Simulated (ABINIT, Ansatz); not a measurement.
# Rb2Pd (Fm-3m): G0W0 with ABINIT, start to end, part 2 of 3

Aim: the G0W0 gap of Rb2Pd (Fm-3m) on PBEsol, step by step.

ABINIT 10.8.3; PBEsol and many-body steps on it, plane waves. Known limits of the many-body steps: not at the basis limit; no spin polarisation; d states lean on the start; no spin-orbit coupling; coarse k mesh.

So far. Step 2 (Ground state): The gap is indirect, with the least direct gap 0.03 eV higher.

In doubt: a PseudoDojo file used here is known to give poor structures and forces, which bears on pressures, cells, forces and phonons.

**3. Bands along the symmetry lines**

Level of this step: DFT, PBEsol, plane waves, norm-conserving pseudopotentials (ABINIT).

The cheap functional maps the bands first; the places of the edges decide which points the dearer methods must see.

File run.abi:

```
acell 3*1.0 Angstrom
rprim 
  -0.000000000000 4.123218000000 4.123218000000
  4.123218000000 0.000000000000 4.123218000000
  4.123218000000 4.123218000000 0.000000000000
ntypat 2
znucl 37 46
natom 3
typat 1 1 2
xred 
  0.250000000000 0.250000000000 0.250000000000
  0.750000000000 0.750000000000 0.750000000000
  0.000000000000 0.000000000000 0.000000000000
pp_dirpath "pseudos"
pseudos "Rb.upf, Pd.upf"
ecut 37
iscf -2
irdden 1
kptopt 0
nkpt 50
kpt 
  0.00000000 0.00000000 0.00000000
  0.06250000 0.00000000 0.06250000
  0.12500000 0.00000000 0.12500000
  0.18750000 0.00000000 0.18750000
  0.25000000 0.00000000 0.25000000
  0.31250000 0.00000000 0.31250000
  0.37500000 0.00000000 0.37500000
  0.43750000 0.00000000 0.43750000
  0.50000000 0.00000000 0.50000000
  0.51562500 0.03125000 0.51562500
  0.53125000 0.06250000 0.53125000
  0.54687500 0.09375000 0.54687500
  0.56250000 0.12500000 0.56250000
  0.57812500 0.15625000 0.57812500
  0.59375000 0.18750000 0.59375000
  0.60937500 0.21875000 0.60937500
  0.62500000 0.25000000 0.62500000
  0.37500000 0.37500000 0.75000000
  0.32812500 0.32812500 0.65625000
  0.28125000 0.28125000 0.56250000
  0.23437500 0.23437500 0.46875000
  0.18750000 0.18750000 0.37500000
  0.14062500 0.14062500 0.28125000
  0.09375000 0.09375000 0.18750000
  0.04687500 0.04687500 0.09375000
  0.00000000 0.00000000 0.00000000
  0.06250000 0.06250000 0.06250000
  0.12500000 0.12500000 0.12500000
  0.18750000 0.18750000 0.18750000
  0.25000000 0.25000000 0.25000000
  0.31250000 0.31250000 0.31250000
  0.37500000 0.37500000 0.37500000
  0.43750000 0.43750000 0.43750000
  0.50000000 0.50000000 0.50000000
  0.50000000 0.46875000 0.53125000
  0.50000000 0.43750000 0.56250000
  0.50000000 0.40625000 0.59375000
  0.50000000 0.37500000 0.62500000
  0.50000000 0.34375000 0.65625000
  0.50000000 0.31250000 0.68750000
  0.50000000 0.28125000 0.71875000
  0.50000000 0.25000000 0.75000000
  0.50000000 0.21875000 0.71875000
  0.50000000 0.18750000 0.68750000
  0.50000000 0.15625000 0.65625000
  0.50000000 0.12500000 0.62500000
  0.50000000 0.09375000 0.59375000
  0.50000000 0.06250000 0.56250000
  0.50000000 0.03125000 0.53125000
  0.50000000 0.00000000 0.50000000
istwfk *1
nband 25
nbdbuf 2
tolwfr 1e-08
nstep 40
prtwf 0
prtvol 0
indata_prefix "in"
outdata_prefix "out"
tmpdata_prefix "tmp"
```

Started as:

```sh
$ OMP_NUM_THREADS=1 mpirun -n 4 abinit run.abi > log
```

Numbers of over 12 decimals in the logs are rounded to 6 here.

The program printed:

```text
.Version 10.8.3 of ABINIT. v10.8.2 released Aug 2026.

 Symmetries : space group Fm -3 m (#225); Bravais cF (face-center cubic)
[... echo of the input left out ...]
== DATASET  1 ==================================================================
-   mpi_nproc: 4, omp_nthreads: 1 (-1 if OMP is not activated)

--- !DatasetInfo
iteration_state: {dtset: 1, }
dimensions: {natom: 3, nkpt: 50, mband: 25, nsppol: 1, nspinor: 1, nspden: 1, mpw: 10206, }
cutoff_energies: {ecut:  37.0, pawecutdg:  -1.0, }
electrons: {nelect:   3.60000000E+01, charge:   0.00000000E+00, occopt:   1.00000000E+00, tsmear:   1.00000000E-02, }

 Real(R)+Recip(G) space primitive vectors, cartesian coordinates (Bohr,Bohr^-1):
 R(1)=  0.0000000  7.7917528  7.7917528  G(1)= -0.0641704  0.0641704  0.0641704
 R(2)=  7.7917528  0.0000000  7.7917528  G(2)=  0.0641704 -0.0641704  0.0641704
 R(3)=  7.7917528  7.7917528  0.0000000  G(3)=  0.0641704  0.0641704 -0.0641704
 Unit cell volume ucvol=  9.4609662E+02 bohr^3
 Angles (23,13,12)=  6.00000000E+01  6.00000000E+01  6.00000000E+01 degrees

 getcut: wavevector=  0.0000  0.0000  0.0000  ngfft=  64  64  64
         ecut(hartree)=     37.000   => boxcut(ratio)=   2.12111

--- Pseudopotential description ------------------------------------------------
- Rb Generated using ONCVPSP code by D. R. Hamann
- 37.00000   9.00000  180301                  znucl, zion, pspdat
12 -116133 2 -1 2280                          pspcod,pspxc,lmax,lloc,mmax
     nproj     2     2     2
  pspatm : epsatm=   34.48401057
         --- l  ekb(1:nproj) -->
             0    8.196957   -0.477221
             1    3.231347   -0.378736
             2   -1.047201    0.996637
 pspatm: atomic psp has been read  and splines computed

- Pd Generated using ONCVPSP code by D. R. Hamann
- 46.00000  18.00000  180301                  znucl, zion, pspdat
12 -116133 2 -1 1238                          pspcod,pspxc,lmax,lloc,mmax
     nproj     2     2     2
  pspatm : epsatm=   26.17260746
         --- l  ekb(1:nproj) -->
[...]
pspatm: atomic psp has been read  and splines computed

--------------------------------------------------------------------------------

================================================================================
 prteigrs : about to open file out_EIG
 Non-SCF case, kpt    1 (  0.00000  0.00000  0.00000), residuals and eigenvalues=
  5.67E-09  2.59E-09  3.09E-09  7.30E-09  2.67E-09  2.78E-09  2.34E-09  8.52E-09
  7.91E-09  1.68E-09  3.17E-09  8.70E-09  5.17E-09  3.65E-09  2.43E-09  3.85E-09
  5.59E-09  9.95E-09  4.60E-09  3.96E-09  8.16E-09  6.52E-09  5.54E-09  6.20E-09
  5.04E-05
 -2.9640E+00 -1.7073E+00 -1.7073E+00 -1.7073E+00 -9.5528E-01 -9.5319E-01
 -3.7537E-01 -3.7537E-01 -3.7537E-01 -3.6607E-01 -3.6607E-01 -3.6607E-01
 -1.7772E-02  2.6965E-02  2.6965E-02  3.0845E-02  3.0845E-02  3.0845E-02
[...]
3.2545E-01
[...]
7.76E-04
[...]
Non-SCF case, kpt    3 (  0.12500  0.00000  0.12500), residuals and eigenvalues=
[...]
Non-SCF case, kpt   49 (  0.50000  0.03125  0.53125), residuals and eigenvalues=
[...]
Non-SCF case, kpt   50 (  0.50000  0.00000  0.50000), residuals and eigenvalues=
[...]
2.3962E-02  2.4632E-02  2.9784E-02  2.9784E-02  3.1011E-02  4.9074E-02
  8.1768E-02  1.3998E-01  1.7752E-01  1.7752E-01  1.9969E-01  2.1375E-01
[...]
--- !ResultsGS
iteration_state: {dtset: 1, }
comment   : Summary of ground state results
lattice_vectors:
- [ -0.0000000,   7.7917528,   7.7917528, ]
- [  7.7917528,   0.0000000,   7.7917528, ]
- [  7.7917528,   7.7917528,   0.0000000, ]
lattice_lengths: [  11.01920,   11.01920,   11.01920, ]
lattice_angles: [ 60.000,  60.000,  60.000, ] # degrees, (23, 13, 12)
lattice_volume:   9.4609662E+02
convergence: {deltae:  0.000E+00, res2:  0.000E+00, residm:  9.988E-09, diffor:  0.000E+00, }
etotal    :  -1.88924591E+02
entropy   :   0.00000000E+00
fermie    :   4.92146730E-02
cartesian_stress_tensor: null
pressure_GPa: null
xred      :
- [  2.5000E-01,   2.5000E-01,   2.5000E-01, Rb]
- [  7.5000E-01,   7.5000E-01,   7.5000E-01, Rb]
- [  0.0000E+00,   0.0000E+00,   0.0000E+00, Pd]
cartesian_forces: null
force_length_stats: {min: null, max: null, mean: null, }

 Integrated electronic density in atomic spheres:
 ------------------------------------------------
 Atom  Sphere_radius  Integrated_density
[...]
================================================================================

 ----iterations are completed or convergence reached----

 Mean square residual over all n,k,spin=   51.481E-10; max=  99.880E-10
 reduced coordinates (array xred) for    3 atoms
[...]
0.750000000000      0.750000000000      0.750000000000
       0.000000000000      0.000000000000      0.000000000000

 cartesian coordinates (angstrom) at end:
    1      2.061609     2.061609     2.061609
    2      6.184827     6.184827     6.184827
    3      0.000000     0.000000     0.000000
 length scales=  1.889726125908  1.889726125908  1.889726125908 bohr
              =  1.000000000000  1.000000000000  1.000000000000 angstroms
 prteigrs : about to open file out_EIG
 Eigenvalues (hartree) for nkpt=  50  k points:
 kpt#   1, nband= 25, wtk=  1.00000, kpt=  0.0000  0.0000  0.0000 (reduced coord)
[...]
kpt#   2, nband= 25, wtk=  1.00000, kpt=  0.0625  0.0000  0.0625 (reduced coord)
[...]
kpt#   3, nband= 25, wtk=  1.00000, kpt=  0.1250  0.0000  0.1250 (reduced coord)
[...]
kpt#  49, nband= 25, wtk=  1.00000, kpt=  0.5000  0.0313  0.5313 (reduced coord)
[...]
0.26175
 kpt#  50, nband= 25, wtk=  1.00000, kpt=  0.5000  0.0000  0.5000 (reduced coord)
[...]
-0.37699   -0.36497   -0.36497   -0.36373    0.02396    0.02463    0.02978    0.02978
   0.03101    0.04907    0.08177    0.13998    0.17752    0.17752    0.19969    0.21375
   0.26154

== END DATASET(S) ==============================================================
================================================================================

 -outvars: echo values of variables after computation  --------
            nband          25
             nkpt          50
          spgroup         225
 [... the other variables as echoed above ...]

 Calculation completed.
```

Elapsed: 94 s, on 4 MPI ranks of Arm Neoverse N1, shared host; peak memory 0.53 GiB; 6.2 min of CPU time.

Numbers from this step:

- gap: 0.8553 eV
- k of the valence top: 0.5, 0.25, 0.75
- k of the conduction bottom: 0.5, 0.5, 0.5
- least direct gap: 0.8898 eV

The gap is 0.855 eV, as in the run before at this level.

Electronic bands along the path, in eV, zero at the top of the highest filled band:

| point | band 15 | band 16 | band 17 | band 18 | band 19 | band 20 | band 21 | band 22 |
| --- | --- | --- | --- | --- | --- | --- | --- | --- |
| Γ | -0.61 | -0.50 | -0.50 | -0.50 | 2.51 | 2.51 | 2.51 | 4.22 |
| halfway | -0.58 | -0.55 | -0.52 | -0.52 | 1.60 | 2.97 | 2.97 | 3.70 |
| X | -0.53 | -0.53 | -0.50 | 0.00 | 0.89 | 2.47 | 3.49 | 3.49 |
| halfway | -0.55 | -0.53 | -0.50 | 0.00 | 1.02 | 2.38 | 3.15 | 3.49 |
| U | -0.58 | -0.53 | -0.52 | -0.04 | 1.37 | 1.99 | 3.06 | 3.46 |
| jump to K | -0.58 | -0.53 | -0.52 | -0.04 | 1.37 | 1.99 | 3.06 | 3.46 |
| halfway | -0.58 | -0.57 | -0.52 | -0.51 | 1.63 | 2.68 | 2.97 | 4.10 |
| Γ | -0.61 | -0.50 | -0.50 | -0.50 | 2.51 | 2.51 | 2.51 | 4.22 |
| halfway | -0.58 | -0.54 | -0.51 | -0.51 | 1.70 | 2.84 | 2.84 | 4.31 |
| L | -0.56 | -0.53 | -0.53 | -0.33 | 0.86 | 3.25 | 3.25 | 4.56 |
| halfway | -0.58 | -0.54 | -0.53 | -0.21 | 1.21 | 2.43 | 3.10 | 3.67 |
| W | -0.62 | -0.53 | -0.53 | 0.00 | 1.82 | 1.82 | 2.30 | 3.92 |
| halfway | -0.57 | -0.53 | -0.51 | 0.00 | 1.15 | 2.38 | 2.73 | 3.69 |
| X | -0.53 | -0.53 | -0.50 | 0.00 | 0.89 | 2.47 | 3.49 | 3.49 |

**4. Empty states on the mesh, 2×2×2 mesh, 94 bands**

The sums over transitions need many empty states on a uniform mesh; this step solves for them.

File run.abi:

```
acell 3*1.0 Angstrom
rprim 
  -0.000000000000 4.123218000000 4.123218000000
  4.123218000000 0.000000000000 4.123218000000
  4.123218000000 4.123218000000 0.000000000000
ntypat 2
znucl 37 46
natom 3
typat 1 1 2
xred 
  0.250000000000 0.250000000000 0.250000000000
  0.750000000000 0.750000000000 0.750000000000
  0.000000000000 0.000000000000 0.000000000000
pp_dirpath "pseudos"
pseudos "Rb.upf, Pd.upf"
ecut 37
ngkpt 2 2 2
nshiftk 1
shiftk 0 0 0
kptopt 1
chksymbreak 0
iscf -2
irdden 1
istwfk *1
nband 94
nbdbuf 8
tolwfr 1e-09
nstep 60
prtvol 0
indata_prefix "in"
outdata_prefix "out"
tmpdata_prefix "tmp"
```

The program printed:

```text
.Version 10.8.3 of ABINIT. v10.8.2 released Aug 2026.

 Symmetries : space group Fm -3 m (#225); Bravais cF (face-center cubic)
[... echo of the input left out ...]
== DATASET  1 ==================================================================
-   mpi_nproc: 4, omp_nthreads: 1 (-1 if OMP is not activated)
-    --> not optimal distribution: autoparal keyword recommended in input file <--

--- !DatasetInfo
iteration_state: {dtset: 1, }
dimensions: {natom: 3, nkpt: 3, mband: 94, nsppol: 1, nspinor: 1, nspden: 1, mpw: 10200, }
cutoff_energies: {ecut:  37.0, pawecutdg:  -1.0, }
electrons: {nelect:   3.60000000E+01, charge:   0.00000000E+00, occopt:   1.00000000E+00, tsmear:   1.00000000E-02, }

 Real(R)+Recip(G) space primitive vectors, cartesian coordinates (Bohr,Bohr^-1):
 R(1)=  0.0000000  7.7917528  7.7917528  G(1)= -0.0641704  0.0641704  0.0641704
 R(2)=  7.7917528  0.0000000  7.7917528  G(2)=  0.0641704 -0.0641704  0.0641704
 R(3)=  7.7917528  7.7917528  0.0000000  G(3)=  0.0641704  0.0641704 -0.0641704
 Unit cell volume ucvol=  9.4609662E+02 bohr^3
 Angles (23,13,12)=  6.00000000E+01  6.00000000E+01  6.00000000E+01 degrees

 getcut: wavevector=  0.0000  0.0000  0.0000  ngfft=  64  64  64
         ecut(hartree)=     37.000   => boxcut(ratio)=   2.12111

--- Pseudopotential description ------------------------------------------------
- Rb Generated using ONCVPSP code by D. R. Hamann
- 37.00000   9.00000  180301                  znucl, zion, pspdat
12 -116133 2 -1 2280                          pspcod,pspxc,lmax,lloc,mmax
     nproj     2     2     2
  pspatm : epsatm=   34.48401057
         --- l  ekb(1:nproj) -->
             0    8.196957   -0.477221
             1    3.231347   -0.378736
             2   -1.047201    0.996637
 pspatm: atomic psp has been read  and splines computed

- Pd Generated using ONCVPSP code by D. R. Hamann
- 46.00000  18.00000  180301                  znucl, zion, pspdat
12 -116133 2 -1 1238                          pspcod,pspxc,lmax,lloc,mmax
     nproj     2     2     2
  pspatm : epsatm=   26.17260746
         --- l  ekb(1:nproj) -->
[...]
pspatm: atomic psp has been read  and splines computed

--------------------------------------------------------------------------------

================================================================================
 prteigrs : about to open file out_EIG
 Non-SCF case, kpt    1 (  0.00000  0.00000  0.00000), residuals and eigenvalues=
  5.91E-10  2.63E-10  5.06E-10  7.62E-10  1.01E-10  9.46E-10  7.37E-11  4.86E-10
  4.43E-10  5.52E-10  3.99E-10  9.73E-10  4.75E-10  1.03E-10  1.75E-10  1.23E-10
  7.60E-10  7.68E-10  1.58E-10  2.93E-10  4.40E-10  1.70E-10  2.01E-10  1.54E-10
[...]
2.84E-08  1.66E-10  4.91E-10  1.98E-05  6.07E-10  9.39E-10
 -2.9640E+00 -1.7073E+00 -1.7073E+00 -1.7073E+00 -9.5528E-01 -9.5319E-01
 -3.7537E-01 -3.7537E-01 -3.7537E-01 -3.6607E-01 -3.6607E-01 -3.6607E-01
[...]
1.2480E+00  1.2480E+00  1.2709E+00  1.2709E+00  1.2709E+00  1.2930E+00
  1.2930E+00  1.2930E+00  1.3138E+00  1.3138E+00
 prteigrs : prtvol=0 or 1, do not print more k-points.

--- !ResultsGS
iteration_state: {dtset: 1, }
comment   : Summary of ground state results
lattice_vectors:
- [ -0.0000000,   7.7917528,   7.7917528, ]
- [  7.7917528,   0.0000000,   7.7917528, ]
- [  7.7917528,   7.7917528,   0.0000000, ]
lattice_lengths: [  11.01920,   11.01920,   11.01920, ]
lattice_angles: [ 60.000,  60.000,  60.000, ] # degrees, (23, 13, 12)
lattice_volume:   9.4609662E+02
convergence: {deltae:  0.000E+00, res2:  0.000E+00, residm:  9.911E-10, diffor:  0.000E+00, }
etotal    :  -1.88924591E+02
entropy   :   0.00000000E+00
fermie    :   4.92146730E-02
cartesian_stress_tensor: null
pressure_GPa: null
xred      :
- [  2.5000E-01,   2.5000E-01,   2.5000E-01, Rb]
- [  7.5000E-01,   7.5000E-01,   7.5000E-01, Rb]
- [  0.0000E+00,   0.0000E+00,   0.0000E+00, Pd]
cartesian_forces: null
force_length_stats: {min: null, max: null, mean: null, }

 Integrated electronic density in atomic spheres:
 ------------------------------------------------
 Atom  Sphere_radius  Integrated_density
[...]
================================================================================

 ----iterations are completed or convergence reached----

 Mean square residual over all n,k,spin=   41.940E-11; max=  99.113E-11
 reduced coordinates (array xred) for    3 atoms
[...]
0.750000000000      0.750000000000      0.750000000000
       0.000000000000      0.000000000000      0.000000000000

 cartesian coordinates (angstrom) at end:
    1      2.061609     2.061609     2.061609
    2      6.184827     6.184827     6.184827
    3      0.000000     0.000000     0.000000
 length scales=  1.889726125908  1.889726125908  1.889726125908 bohr
              =  1.000000000000  1.000000000000  1.000000000000 angstroms
 prteigrs : about to open file out_EIG
 Eigenvalues (hartree) for nkpt=   3  k points:
 kpt#   1, nband= 94, wtk=  0.12500, kpt=  0.0000  0.0000  0.0000 (reduced coord)
[...]
0.97752    1.11650    1.11650    1.11650    1.13151    1.14774    1.14774    1.14774
   1.19131    1.19131    1.19131    1.23249    1.24804    1.24804    1.27094    1.27094
   1.27094    1.29298    1.29298    1.29302    1.31383    1.31383
 prteigrs : prtvol=0 or 1, do not print more k-points.

== END DATASET(S) ==============================================================
================================================================================

 -outvars: echo values of variables after computation  --------
            nband          94
             nkpt           3
          spgroup         225
 [... the other variables as echoed above ...]

 Calculation completed.
```

Run time: 45 s. Hardware: 4 MPI ranks; peak memory 0.4 GiB.

This step gave:

```yaml
gap: 0.8591 eV
k_of_the_valence_top: 0.5, 0.5, 0
k_of_the_conduction_bottom: 0.5, 0, 0
least_direct_gap: 0.8898 eV
k_points_computed: 3
lowest_point_of_the_top_converged_band_above_the_valence_top: 31.65 eV
```

On this mesh the gap is 0.859 eV.

**5. Screening, 2×2×2 mesh, 86 bands, screening to 98 eV**

The RPA dielectric matrix is built and inverted for each q.

This step: RPA screening on PBEsol, plane waves, norm-conserving pseudopotentials.

run.abi, as its differences from that of step 4:

```diff
@@ -21,10 +21,11 @@
 chksymbreak 0
-iscf -2
-irdden 1
 istwfk *1
-nband 94
-nbdbuf 8
-tolwfr 1e-09
-nstep 60
-prtvol 0
+occopt 1
+irdwfk 1
+optdriver 3
+nband 86
+ecuteps 3.6
+inclvkb 2
+awtr 1
+symchi 1
 indata_prefix "in"
```

The program printed:

```text
.Version 10.8.3 of ABINIT. v10.8.2 released Aug 2026.

 Symmetries : space group Fm -3 m (#225); Bravais cF (face-center cubic)
[... echo of the input left out ...]
== DATASET  1 ==================================================================
-   mpi_nproc: 4, omp_nthreads: 1 (-1 if OMP is not activated)

--- !DatasetInfo
iteration_state: {dtset: 1, }
dimensions: {natom: 3, nkpt: 3, mband: 86, nsppol: 1, nspinor: 1, nspden: 1, mpw: 10200, }
cutoff_energies: {ecut:  37.0, pawecutdg:  -1.0, }
electrons: {nelect:   3.60000000E+01, charge:   0.00000000E+00, occopt:   1.00000000E+00, tsmear:   1.00000000E-02, }

 SCREENING: Calculation of the susceptibility and dielectric matrices

 Based on a program developped by R.W. Godby, V. Olevano, G. Onida, and L. Reining.
 Incorporated in ABINIT by V. Olevano, G.-M. Rignanese, and M. Torrent.
.Using double precision arithmetic ; gwpc =  8

[... cell and pseudopotentials left out ...]
--------------------------------------------------------------------------------

 ==== K-mesh for the wavefunctions ====
 Number of points in the irreducible wedge :     3
[... list of points left out ...]
 Together with 48 symmetry operations and time-reversal symmetry
 yields     8 points in the full Brillouin Zone.

 ==== Q-mesh for the screening function ====
 Number of points in the irreducible wedge :     3
[... list of points left out ...]
 Together with 48 symmetry operations and time-reversal symmetry
 yields     8 points in the full Brillouin Zone.

 setmesh: FFT mesh size selected  =    40x   40x   40
          total number of points  =        64000

 vcoul_init : cutoff-mode = AUXILIARY_FUNCTION
 q-points for optical limit:   1
     1)      0.000010    0.000020    0.000030

- screening: taking advantage of time-reversal symmetry
- Maximum band index for partially occupied states nbvw = 18
- Remaining bands to be divided among processors   nbcw = 68
- Number of bands treated by each node ~17

 Number of electrons calculated from density =   36.0000; Expected =   36.0000
 average of density, n =  0.038051
 r_s =    1.8444
 omega_plasma =   18.8165 [eV]

 calculating chi0 at frequencies [eV] :
  1    0.000000E+00    0.000000E+00
  2    0.000000E+00    1.881651E+01

--------------------------------------------------------------------------------
  q-point number  1        q = ( 0.000000, 0.000000, 0.000000) [r.l.u.]
--------------------------------------------------------------------------------
[... chi0 elements left out ...]
 For q-point:  0.000010 0.000020 0.000030
  dielectric constant =  21.8095
  dielectric constant without local fields =  32.0153

  Average fulfillment of the sum rule on Im[epsilon] for q-point    1 :     48.40  [%]
[... wings left out ...]
  q-point number  2        q = ( 0.500000, 0.000000, 0.000000) [r.l.u.]
--------------------------------------------------------------------------------
[... chi0 elements left out ...]
  Average fulfillment of the sum rule on Im[epsilon] for q-point    2 :     55.63  [%]

 [... 1 further q-points ...]
```

It took 18 s on 4 MPI ranks; peak memory 1.1 GiB; 73 s of CPU time.

This step gave:

- ε∞ with local fields, on this mesh, along the program's q direction: 21.81
- the same without local fields: 32.02
- plasma frequency: 18.82 eV
- plane waves in the screening matrix: 331

Local fields lower ε∞ by 32 %. On a Γ-centred mesh this coarse the value itself is usually too large, while a short band sum pulls it down.

(Part 2 of 3 ends here.)

[Paths, hosts, dates, memory and timing lines, banners, echoed tables and standing remarks are left out of the program output.]

[Logs are printed without paths, hosts, clocks, repeated set-up lines and the standing remarks that a program may print on its own settings, such as how far it seeks lower states.]

[Runs of the session that timed out or met a known fault of the program may be left out.]

[Hosts, paths, dates, database ids (printed as entryN), source tags and the programs' standing remarks are cut or masked in the printed files.]

[G0W0 gaps are taken among the corrected bands and points alone; a level outside them can change the order at an edge.]

[Where Ansatz stands beside ABINIT at settings called matched, ABINIT's density can come from a denser mesh and the files from another edition; pairs whose starting gaps differed by over 0.03 eV were left out, so agreement reads better than it is.]
